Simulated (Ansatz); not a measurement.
# Si2Mo (I4/mmm): zone-centre modes under pressure, part 2 of 3

Wanted: Grüneisen parameters and pressure coefficients of the modes of Si2Mo (I4/mmm).

Ansatz 0.2.0; DFT PBEsol, scalar-relativistic, plane waves, PAW; PAW set soft_1.

So far: The starting structure; Bringing the structure to rest.

The database entry behind the starting cell is an old determination (1927), so it need not match the best structure at ambient conditions.

### 3. Tight relaxation

Phonons need small forces and stress, so the relaxation is finished with tight tolerances on 20×20×20 k points.

input.yaml

```yaml
crystal:
  lattice:
    - [-1.5951226546, 1.5951226546, 3.9109090673]
    - [1.5951226546, -1.5951226546, 3.9109090673]
    - [1.5951226546, 1.5951226546, -3.9109090673]
  atoms:
    - { symbol: Si, position: [0.3350567058, 0.3350567058, 0.0] }
    - { symbol: Si, position: [0.6649432942, 0.6649432942, 0.0] }
    - { symbol: Mo, position: [0.0, 0.0, 0.0] }
kpoints:
  mp_grid: { grid: [20, 20, 20] }
hamiltonian:
  xc: pbesol
  pseudopotentials: { kind: paw, azcp: { folder: soft_1 }, xc_functional: pbe }
scf:
  occupations: { method: methfessel_paxton, width: 0.2 }
output:
  forces: true
  stress: true
  eigenvalues: true
  write_density: true
  write_potential: true
  elf: true
  volumetric_format: npy
relax:
  adjacent_minimum: "off"
  f_tol: 0.001
  max_steps: 60
  cell: { stress_tol: 0.01 }
```

The run is started by

```sh
$ ansatz run input.yaml --threads 4 --pin off --max-ram 10240MiB --backend cpu --events-out ev --progress --plain --runs-dir out
```

Numbers of over 12 decimals in the logs are rounded to 6 here.

Output:

```text
[...]
Crystal: 3 atoms, lattice volume = 39.804 Å³
Basis set: ecut = 420 eV, 769 PW (Γ), exchange–correlation on 64×64×64 points (8 copies of the dense FFT grid, shifted against one another)
Bands: 15, of which v1, the nominal top of the filled ones, is band 11 counted from 1 (10 counted from 0)
Symmetry: 16 space group operations
[...]
k-points: 641 of 8000
[...]
--- Relaxed structure (3 steps of the walk, 3 accepted, 1 SCFs on fresh bases) ---
[...]
cell:  # Å, volume = 39.8038 Å³
    - [-1.595247, 1.595247, 3.910285]
    - [1.595247, -1.595247, 3.910285]
    - [1.595247, 1.595247, -3.910285]
  atoms:
    - { symbol: Si, position: [0.335093, 0.335093, 0] }
    - { symbol: Si, position: [0.664907, 0.664907, 0] }
    - { symbol: Mo, position: [0, 0, 0] }
[key lines of the parts left out:]
SCF converged after 4 iterations
Free energy (F): -6142.300021 eV
Fermi energy:    16.052983 eV
P = ⅓ Tr σ = 0.0009 GPa (0.009 kbar)
```

The job ended after 8.5 s (4 threads of AMD EPYC 9B45 (Zen 5), shared host; peak memory 0.74 GiB).

Little changed from the start: no atom moved by 0.005 Å and no cell edge by 0.1 %.

This step gave:

```yaml
pressure: 8.66e-4 GPa
```

Electrostatic potential energy in the ac plane of the conventional cell at fractional y = 0.000, with atoms of Si and Mo within 0.2 Å of it. With pseudopotentials it is smooth inside the atoms' cores, unlike the true potential.

Values in eV, 24 rows by 14 columns, each cell a mean:
```
-48 -48 -42 -22  -1  12  15  16  15   9  -6 -28 -45 -48
-40 -35 -22  -5   8  14  16  17  16  12   5 -10 -27 -37
 -8  -4   3  10  14  16  17  17  17  16  13   8   1  -5
 11  12  13  15  16  17  17  17  17  17  16  15  13  11
 10  11  13  15  16  17  17  17  17  17  16  14  13  11
 -9  -6   3  10  14  16  17  17  17  15  13   8  -1  -7
-16 -20 -17  -3   9  14  16  17  16  13   7  -7 -19 -19
 10  -5 -20 -12   6  14  16  17  16  12   1 -16 -17   0
  0 -11 -20  -9   7  14  17  17  16  12   3 -14 -19  -7
-20 -19 -10   3  12  15  17  17  17  14  10   0 -14 -19
  1   3   9  13  15  16  17  17  17  16  14  11   7   2
 12  13  14  15  16  17  16  16  16  16  16  15  13  12
  9  10  12  14  16  16  17  17  17  16  15  14  12  10
-12  -9   1   9  13  16  17  17  17  15  13   7  -3 -10
-15 -19 -18  -4   9  15  17  17  16  13   7  -8 -20 -17
 12  -3 -20 -12   6  14  16  17  16  12   1 -17 -17   1
 -3 -13 -20  -9   7  14  16  17  16  12   4 -14 -20 -10
-19 -17  -8   4  12  15  17  17  16  14  10   1 -12 -18
  3   6  10  13  15  16  17  17  17  16  15  12   8   5
 12  13  14  16  17  17  17  17  17  17  16  15  14  12
  5   7  10  13  15  17  17  17  17  16  15  13   9   6
-24 -20  -8   3  11  15  17  17  17  14  10   0 -13 -21
-47 -45 -34 -15   3  13  16  17  15  10  -1 -20 -39 -46
-48 -48 -45 -26  -3  11  15  16  14   7  -9 -32 -48 -48
```
Columns run along a (3.2 Å; values clipped at the 3rd and 97th percentile), rows up along c (7.8 Å), edges of the conventional cell, whose origin can differ from the input's. Atoms in or near the plane, at fractional coordinates: Si at (0.00, 0.34), Si at (0.00, 0.66), Mo at (0.00, 0.00).

ELF in the ac plane of the conventional cell at fractional y = 0.000, with atoms of Si and Mo within 0.2 Å of it. It is the smooth field of the valence electrons, not physical close to the nuclei.

Values, 24 rows by 14 columns, each cell a mean:
```
0.55 0.64 0.68 0.51 0.25 0.18 0.27 0.33 0.24 0.17 0.31 0.58 0.70 0.62
0.64 0.62 0.54 0.37 0.22 0.23 0.32 0.37 0.30 0.21 0.25 0.42 0.59 0.64
0.35 0.35 0.30 0.26 0.25 0.30 0.35 0.37 0.34 0.28 0.24 0.25 0.31 0.34
0.33 0.34 0.34 0.34 0.33 0.31 0.30 0.29 0.30 0.32 0.34 0.35 0.35 0.34
0.66 0.64 0.59 0.51 0.39 0.27 0.20 0.18 0.21 0.31 0.43 0.54 0.62 0.65
0.69 0.69 0.66 0.58 0.42 0.24 0.15 0.13 0.17 0.30 0.47 0.60 0.67 0.69
0.46 0.45 0.48 0.51 0.45 0.29 0.18 0.15 0.20 0.34 0.47 0.50 0.46 0.46
0.45 0.36 0.36 0.48 0.52 0.40 0.28 0.24 0.31 0.45 0.52 0.44 0.34 0.39
0.38 0.35 0.43 0.57 0.62 0.52 0.40 0.35 0.42 0.56 0.63 0.54 0.38 0.34
0.33 0.40 0.55 0.65 0.64 0.53 0.43 0.39 0.45 0.58 0.66 0.63 0.51 0.39
0.48 0.52 0.57 0.59 0.54 0.46 0.39 0.37 0.40 0.49 0.56 0.59 0.56 0.51
0.49 0.50 0.50 0.49 0.45 0.39 0.35 0.34 0.36 0.41 0.47 0.50 0.50 0.49
0.50 0.51 0.54 0.53 0.49 0.42 0.37 0.35 0.38 0.44 0.50 0.53 0.53 0.51
0.43 0.48 0.59 0.64 0.60 0.50 0.42 0.38 0.43 0.54 0.62 0.62 0.55 0.46
0.30 0.34 0.49 0.63 0.65 0.54 0.43 0.38 0.45 0.59 0.65 0.59 0.44 0.33
0.45 0.35 0.38 0.52 0.57 0.47 0.35 0.30 0.37 0.52 0.57 0.48 0.35 0.38
0.43 0.38 0.39 0.47 0.47 0.34 0.22 0.19 0.25 0.39 0.49 0.46 0.37 0.39
0.57 0.58 0.58 0.55 0.43 0.26 0.16 0.13 0.17 0.31 0.48 0.57 0.58 0.58
0.74 0.72 0.66 0.56 0.41 0.25 0.17 0.14 0.18 0.30 0.45 0.60 0.69 0.72
0.50 0.49 0.48 0.44 0.37 0.29 0.25 0.23 0.26 0.32 0.38 0.44 0.48 0.49
0.26 0.27 0.27 0.27 0.29 0.32 0.34 0.34 0.33 0.31 0.28 0.27 0.27 0.27
0.53 0.50 0.40 0.28 0.22 0.27 0.35 0.38 0.33 0.24 0.23 0.33 0.45 0.51
0.64 0.68 0.64 0.45 0.23 0.20 0.29 0.35 0.27 0.19 0.28 0.52 0.67 0.66
0.41 0.58 0.69 0.54 0.26 0.16 0.26 0.32 0.23 0.17 0.33 0.60 0.67 0.53
```
Columns run along a (3.2 Å), rows up along c (7.8 Å), edges of the conventional cell, whose origin can differ from the input's. Atoms in or near the plane, at fractional coordinates: Si at (0.00, 0.34), Si at (0.00, 0.66), Mo at (0.00, 0.00).

Valence density in the ac plane of the conventional cell at fractional y = 0.000, with atoms of Si and Mo within 0.2 Å of it. It is the smooth field of the valence electrons, not physical close to the nuclei.

Ten steps, logarithmic in the rise over the least value, from '0' (0.1 e/Å³) to '9' (7.0 e/Å³), each cell a mean:
```
99874221235799
88753221224678
55432211122345
33322111112233
33321100112233
33322100012333
22222100012322
00222211122210
01233211123321
22333221223332
33322211222333
22222211122222
33222211122223
33332221222333
12333211223322
00232211123210
11222110122221
33322100012333
33322100012233
33222111112233
44322111122334
77643211123567
99864221235789
99975221235899
```
Columns run along a (3.2 Å), rows up along c (7.8 Å), edges of the conventional cell, whose origin can differ from the input's. Atoms in or near the plane, at fractional coordinates: Si at (0.00, 0.34), Si at (0.00, 0.66), Mo at (0.00, 0.00).

The largest force component left is 0.64 meV/Å and the pressure is 0.001 GPa, within the tolerances set. The cell now holds 13.27 Å³/atom.

### 4. Modes at rest

Phonons follow from the second derivative of the energy, found here by linear response.

The modes at rest are the reference of the series.

input.yaml, the sections that differ from step 3:

```yaml
crystal:
  lattice:
    - [-1.5952474978, 1.5952474978, 3.9102847448]
    - [1.5952474978, -1.5952474978, 3.9102847448]
    - [1.5952474978, 1.5952474978, -3.9102847448]
  atoms:
    - { symbol: Si, position: [0.3350931354, 0.3350931354, 0.0] }
    - { symbol: Si, position: [0.6649068646, 0.6649068646, 0.0] }
    - { symbol: Mo, position: [0.0, 0.0, 0.0] }
output:
  eigenvalues: true
phonons:
  method: dfpt
# kpoints, hamiltonian, scf: as in step 3
# relax: removed
```

Output:

```text
zone centre: on kpoints.mp_grid the ground state, and the responses unless they are solved on pairs of k-points, stand on 1166 of the mesh's 8000 k-points, reduced under 4 symmetry operations, with k and −k counted as one. Each operation leaves every solved displacement unchanged or reverses it
[...]
Crystal: 3 atoms, lattice volume = 39.804 Å³
Basis set: ecut = 420 eV, 769 PW (Γ), exchange–correlation on 64×64×64 points (8 copies of the dense FFT grid, shifted against one another)
Bands: 15, of which v1, the nominal top of the filled ones, is band 11 counted from 1 (10 counted from 0)
Symmetry: 16 space group operations
k-points: 1166 of 8000 (irreducible under 4 space group operations, time reversal used)
[...]
SCF iter   1: F=—  HF=-6143.567021 eV  |F-HF|=—  |Δ(HF+E_count)|=         —  Δρ=9.35e-2  dr2=5.19e0  ethr=3.10e-3  ⟨swp⟩=5.3  Hψ=100416  notcnv=0
[...]
SCF iter   9: F=-6142.300021 eV  HF=-6142.300021 eV  |F-HF|=3.64e-12  |Δ(HF+E_count)|=  4.91e-11  S|Δr|=    0.00e0  Δρ=1.21e-7  dr2=5.48e-12  ethr=1.00e-12  ⟨swp⟩=5.5  Hψ=75540  notcnv=0
the search or the solves at the SCF's close seem to have found levels that the self-consistency loop had missed (the run counts 4). By its estimate they hold under 1e-12 electrons; where the run keeps them, the occupations were computed again with them
SCF 1 converged in 9 iterations: F = -6142.300021 eV  dr2 = 5.48e-12
[...]
DFPT response loops at Γ: preconditioner auto → Kerker (q_TF=auto, 2.472 Å⁻¹) (partly filled bands, converged f_vac=0.000); β = 1.00, the filter's whole step (`scf.mixing.beta` (0.50) is not read by the response loops under this deck's `scf.mixing.preconditioner`; to damp them name `kerker` or `kerker_dos`, under which they read `scf.mixing.beta`, and type it under 1.00, their step now; both keys bind the ground state too); Broyden in place of MSR1
SCF converged after 9 iterations
[...]
Free energy (F): -6142.300021 eV
[...]
Internal energy: -6142.300656 eV  (E = F + TS)
E sigma→0 (E₀):  -6142.300180 eV
Entropy (-TS):   0.000635 eV (0.212 meV/atom)
Fermi energy:    16.052983 eV
[...]
--- Band table (eV; the first three rows and the last of 1166) ---
  k-point 0: bands = [... 7 lower, 12.9242, 13.4214, 13.4214, 16.4436, 19.2047, 19.2932, 19.6151, 19.6151]
  k-point 1: bands = [... 7 lower, 12.9471, 13.2137, 13.7940, 16.1343, 19.0147, 19.3772, 19.4970, 19.6546]
  k-point 2: bands = [... 7 lower, 12.6959, 13.0177, 14.3343, 15.3690, 18.5716, 19.4185, 19.6808, 19.7534]
  k-point 1165: bands = [... 7 lower, 13.8316, 15.4740, 15.4740, 15.6009, 15.6009, 16.5794, 20.8285, 21.3079]
--- Phonons (Γ-DFPT): 4 representative perturbations + reference, on 1166 of 8000 k-points (Σ response iterations 12) ---
  k mesh reduced under 4 symmetry operations, with k and −k counted as one. Each operation leaves every solved displacement unchanged or reverses it
  ASR residual: 3.583e-5 → 0.000e0 eV/Å²; symmetrization residual: 2.444e-6 eV/Å²
  ASR residual per site (eV/Å²): 3.58e-5 3.58e-5 1.63e-5
  Γ frequencies (cm⁻¹): 0.00 0.00 0.00 277.86 277.86 318.58 333.01 333.01 437.70
  non-analytic LO–TO correction: not included (Born effective charges unavailable; polar crystals: no LO–TO splitting at Γ)
```

Run time: 30 s. Hardware: 4 threads; peak memory 2.2 GiB; 1.9 min of CPU time.

This step gave:

```
sum-rule residual before enforcement                    : 3.58e-5 eV/Å²
point group                                             : 4/mmm
highest optical mode at the zone centre (no LO-TO term) : 437.7 cm⁻¹
lowest optical zone-centre mode                         : 277.9 cm⁻¹
```

Patterns of degenerate modes are one choice out of their space. The modes at Γ (shares of kinetic energy by element, %):

```
mode  frequency (cm⁻¹)  symmetry  Si %  Mo %
   1               0.0  acoustic    37    63
   2               0.0  acoustic    37    63
   3               0.0  acoustic    37    63
   4             277.9        Eu    63    37
   5             277.9        Eu    63    37
   6             318.6       A2u    63    37
   7             333.0        Eg   100     0
   8             333.0        Eg   100     0
   9             437.7       A1g   100     0
```

Displacements in mode 4 (277.9 cm⁻¹), the largest set to 1:
```
Si1  0.00 -1.00  0.00
Si2  0.00 -1.00  0.00
Mo3  0.00  0.59  0.00
```

Displacements in mode 9 (437.7 cm⁻¹), the largest set to 1:
```
Si1  0.00  0.00  1.00
Si2  0.00  0.00 -1.00
Mo3  0.00  0.00  0.00
```

Before it was imposed, the acoustic sum rule was missed by 3.6e-5 eV/Å². Small misses are needed for a sound result but don't prove that mesh and cutoff are converged. The lowest optical mode is real, 278 cm⁻¹.

### 5. A member of the series: 1.06 times the volume at rest

The cell is set to 1.06 times the volume at rest, and shape and atoms relax at that volume.

input.yaml, the sections that differ from step 4:

```yaml
crystal:
  lattice:
    - [-1.627909078, 1.627909078, 3.9802477274]
    - [1.627909078, -1.627909078, 3.9802477274]
    - [1.627909078, 1.627909078, -3.9802477274]
  atoms:
    - { symbol: Si, position: [0.335717369, 0.335717369, 0.0] }
    - { symbol: Si, position: [0.664282631, 0.664282631, 0.0] }
    - { symbol: Mo, position: [0.0, 0.0, 0.0] }
output:
  forces: true
  stress: true
  eigenvalues: true
relax:
  adjacent_minimum: "off"
  f_tol: 0.001
  max_steps: 60
  cell: { stress_tol: 0.01, fix: [volume] }
# kpoints, hamiltonian, scf: as in step 4
# phonons: removed
```

Output:

```text
[...]
Crystal: 3 atoms, lattice volume = 42.192 Å³
Basis set: ecut = 420 eV, 849 PW (Γ), exchange–correlation on 64×64×64 points (8 copies of the dense FFT grid, shifted against one another)
Bands: 15, of which v1, the nominal top of the filled ones, is band 11 counted from 1 (10 counted from 0)
Symmetry: 16 space group operations
[...]
k-points: 641 of 8000
[...]
--- Relaxed structure (4 steps of the walk, 4 accepted, 1 SCFs on fresh bases) ---
[...]
cell:  # Å, volume = 42.1920 Å³
    - [-1.628539, 1.628539, 3.977169]
    - [1.628539, -1.628539, 3.977169]
    - [1.628539, 1.628539, -3.977169]
  atoms:
    - { symbol: Si, position: [0.336045, 0.336045, 0] }
    - { symbol: Si, position: [0.663955, 0.663955, 0] }
    - { symbol: Mo, position: [0, 0, 0] }
[key lines of the parts left out:]
SCF converged after 4 iterations
Free energy (F): -6142.211971 eV
Fermi energy:    14.973168 eV
P = ⅓ Tr σ = -11.2056 GPa (-112.056 kbar)
```

It took 10 s on 4 threads; peak memory 0.75 GiB.

Little changed from the start: no atom moved by 0.005 Å and no cell edge by 0.1 %.

This step gave:

```
pressure        : -11.21 GPa
volume per atom : 14.06 Å³
```

The largest force component left is 0.083 meV/Å, at a pressure of -11.21 GPa.

### 6. Modes of this member: 1.06 times the volume at rest

The zone-centre modes follow for 1.06 times the volume at rest.

input.yaml, the sections that differ from step 5:

```yaml
crystal:
  lattice:
    - [-1.6285390752, 1.6285390752, 3.9771688206]
    - [1.6285390752, -1.6285390752, 3.9771688206]
    - [1.6285390752, 1.6285390752, -3.9771688206]
  atoms:
    - { symbol: Si, position: [0.3360448321, 0.3360448321, 0.0] }
    - { symbol: Si, position: [0.6639551679, 0.6639551679, 0.0] }
    - { symbol: Mo, position: [0.0, 0.0, 0.0] }
output:
  eigenvalues: true
phonons:
  method: dfpt
# kpoints, hamiltonian, scf: as in step 5
# relax: removed
```

Output:

```text
[...]
Crystal: 3 atoms, lattice volume = 42.192 Å³
Basis set: ecut = 420 eV, 849 PW (Γ), exchange–correlation on 64×64×64 points (8 copies of the dense FFT grid, shifted against one another)
Bands: 15, of which v1, the nominal top of the filled ones, is band 11 counted from 1 (10 counted from 0)
Symmetry: 16 space group operations
k-points: 1166 of 8000 (irreducible under 4 space group operations, time reversal used)
[...]
SCF iter   1: F=—  HF=-6143.570965 eV  |F-HF|=—  |Δ(HF+E_count)|=         —  Δρ=9.40e-2  dr2=5.82e0  ethr=3.10e-3  ⟨swp⟩=5.2  Hψ=98778  notcnv=0
[...]
SCF iter   9: F=-6142.211971 eV  HF=-6142.211971 eV  |F-HF|=4.55e-12  |Δ(HF+E_count)|=  7.37e-11  S|Δr|=    0.00e0  Δρ=1.29e-7  dr2=6.51e-12  ethr=1.00e-12  ⟨swp⟩=3.8  Hψ=78837  notcnv=0
[...]
SCF 1 converged in 9 iterations: F = -6142.211971 eV  dr2 = 6.51e-12
[...]
SCF converged after 9 iterations
[...]
Free energy (F): -6142.211971 eV
[...]
Internal energy: -6142.213119 eV  (E = F + TS)
E sigma→0 (E₀):  -6142.212258 eV
Entropy (-TS):   0.001148 eV (0.383 meV/atom)
Fermi energy:    14.973168 eV
[...]
--- Band table (eV; the first three rows and the last of 1166) ---
  k-point 0: bands = [... 7 lower, 12.1038, 12.5114, 12.5114, 15.3074, 17.8865, 18.2960, 18.2960, 18.3624]
  k-point 1: bands = [... 7 lower, 12.1209, 12.3243, 12.8243, 15.0179, 17.6191, 18.1718, 18.3316, 18.4651]
  k-point 2: bands = [... 7 lower, 11.8515, 12.1750, 13.3320, 14.2974, 17.1793, 18.0856, 18.4192, 18.6113]
  k-point 1165: bands = [... 7 lower, 12.9511, 14.4444, 14.4444, 14.5208, 14.5208, 15.4283, 19.5608, 19.5920]
[...]
ASR residual: 6.048e-5 → 0.000e0 eV/Å²; symmetrization residual: 3.708e-6 eV/Å²
  ASR residual per site (eV/Å²): 3.86e-5 3.86e-5 6.05e-5
  Γ frequencies (cm⁻¹): 0.00 0.00 0.00 244.64 244.64 280.89 295.88 295.88 404.83
[...]
```

The job ended after 31 s (4 threads; peak memory 2.3 GiB; 1.9 min of CPU time).

Numbers from this step:

```
sum-rule residual before enforcement                    : 6.05e-5 eV/Å²
highest optical mode at the zone centre (no LO-TO term) : 404.8 cm⁻¹
lowest optical zone-centre mode                         : 244.6 cm⁻¹
```

Patterns of degenerate modes are one choice out of their space. The modes at Γ (shares of kinetic energy by element, %):

```
mode  frequency (cm⁻¹)  symmetry  Si %  Mo %
   1               0.0  acoustic    37    63
   2               0.0  acoustic    37    63
   3               0.0  acoustic    37    63
   4             244.6        Eu    63    37
   5             244.6        Eu    63    37
   6             280.9       A2u    63    37
   7             295.9        Eg   100     0
   8             295.9        Eg   100     0
   9             404.8       A1g   100     0
```

The lowest optical mode is real, 245 cm⁻¹, and the highest lies at 404.8 cm⁻¹.

For the highest optical mode at the zone centre (no LO-TO term), step 4 gave 438 cm⁻¹; this run, with volume ratio 1.06, gives 405 cm⁻¹ (-8 %).

### 7. Relaxation of a member: 0.9 times the volume at rest

The cell is set to 0.9 times the volume at rest, and shape and atoms relax at that volume.

input.yaml, the sections that differ from step 6:

```yaml
crystal:
  lattice:
    - [-1.5370910869, 1.5370910869, 3.7905988698]
    - [1.5370910869, -1.5370910869, 3.7905988698]
    - [1.5370910869, 1.5370910869, -3.7905988698]
  atoms:
    - { symbol: Si, position: [0.3339589593, 0.3339589593, 0.0] }
    - { symbol: Si, position: [0.6660410407, 0.6660410407, 0.0] }
    - { symbol: Mo, position: [0.0, 0.0, 0.0] }
output:
  forces: true
  stress: true
  eigenvalues: true
relax:
  adjacent_minimum: "off"
  f_tol: 0.001
  max_steps: 60
  cell: { stress_tol: 0.01, fix: [volume] }
# kpoints, hamiltonian, scf: as in step 6
# phonons: removed
```

Output:

```text
[...]
--- Relaxed structure (4 steps of the walk, 4 accepted, 1 SCFs on fresh bases) ---
[...]
cell:  # Å, volume = 35.8234 Å³
    - [-1.536211, 1.536211, 3.794942]
    - [1.536211, -1.536211, 3.794942]
    - [1.536211, 1.536211, -3.794942]
  atoms:
    - { symbol: Si, position: [0.333690, 0.333690, 0] }
    - { symbol: Si, position: [0.666310, 0.666310, 0] }
    - { symbol: Mo, position: [0, 0, 0] }
[key lines of the parts left out:]
SCF converged after 5 iterations
Free energy (F): -6141.971965 eV
Fermi energy:    18.130354 eV
P = ⅓ Tr σ = 28.9947 GPa (289.947 kbar)
```

Elapsed: 8.4 s, on 4 threads; peak memory 0.68 GiB; 31 s of CPU time.

The steps of the relaxation:

```
step  energy less that of the first step (eV)  largest force component (eV/Å)  pressure (GPa)  volume (Å³)
   1                                   0.0000                          0.0517           29.08        35.82
   2                                  -0.0002                          0.0179           29.00        35.82
   3                                  -0.0002                          0.0070           29.00        35.82
   4                                  -0.0002                          0.0000           28.99        35.82
  5*                                  -0.0002                          0.0000           28.99        35.82
```

Relaxation steps marked * repeat the geometry before them on a plane-wave basis chosen anew for their cell, so energy and pressure can jump there.

Forces are held to the 16 operations that the run works with; a distortion that breaks them can't arise in this run.

```
conventional cell, symmetrised  before  after  change
                         a (Å)   3.074  3.072  -0.1 %
                         b (Å)   3.074  3.072  -0.1 %
                         c (Å)   7.581  7.590  +0.1 %
              volume (Å³/atom)   11.94  11.94  -0.0 %
```

Final coordinates:

```xyz
3
Lattice="-1.5362 1.5362 3.7949 1.5362 -1.5362 3.7949 1.5362 1.5362 -3.7949" Properties=species:S:1:pos:R:3 pbc="T T T"
Si    0.0000    0.0000    2.5327
Si    0.0000    0.0000    5.0572
Mo    0.0000    0.0000    0.0000
```

Numbers from this step:

| Property | Result |
| --- | --- |
| pressure | 28.99 GPa |
| volume per atom | 11.94 Å³ |

The largest force component left is 0.016 meV/Å, at a pressure of 28.99 GPa.

(Continued in part 3 of 3.)

[Logs are printed without paths, hosts, clocks, repeated set-up lines and the standing remarks that a program may print on its own settings, such as how far it seeks lower states.]

[Hosts, paths, dates, database ids (printed as entryN), source tags and the programs' standing remarks are cut or masked in the printed files.]
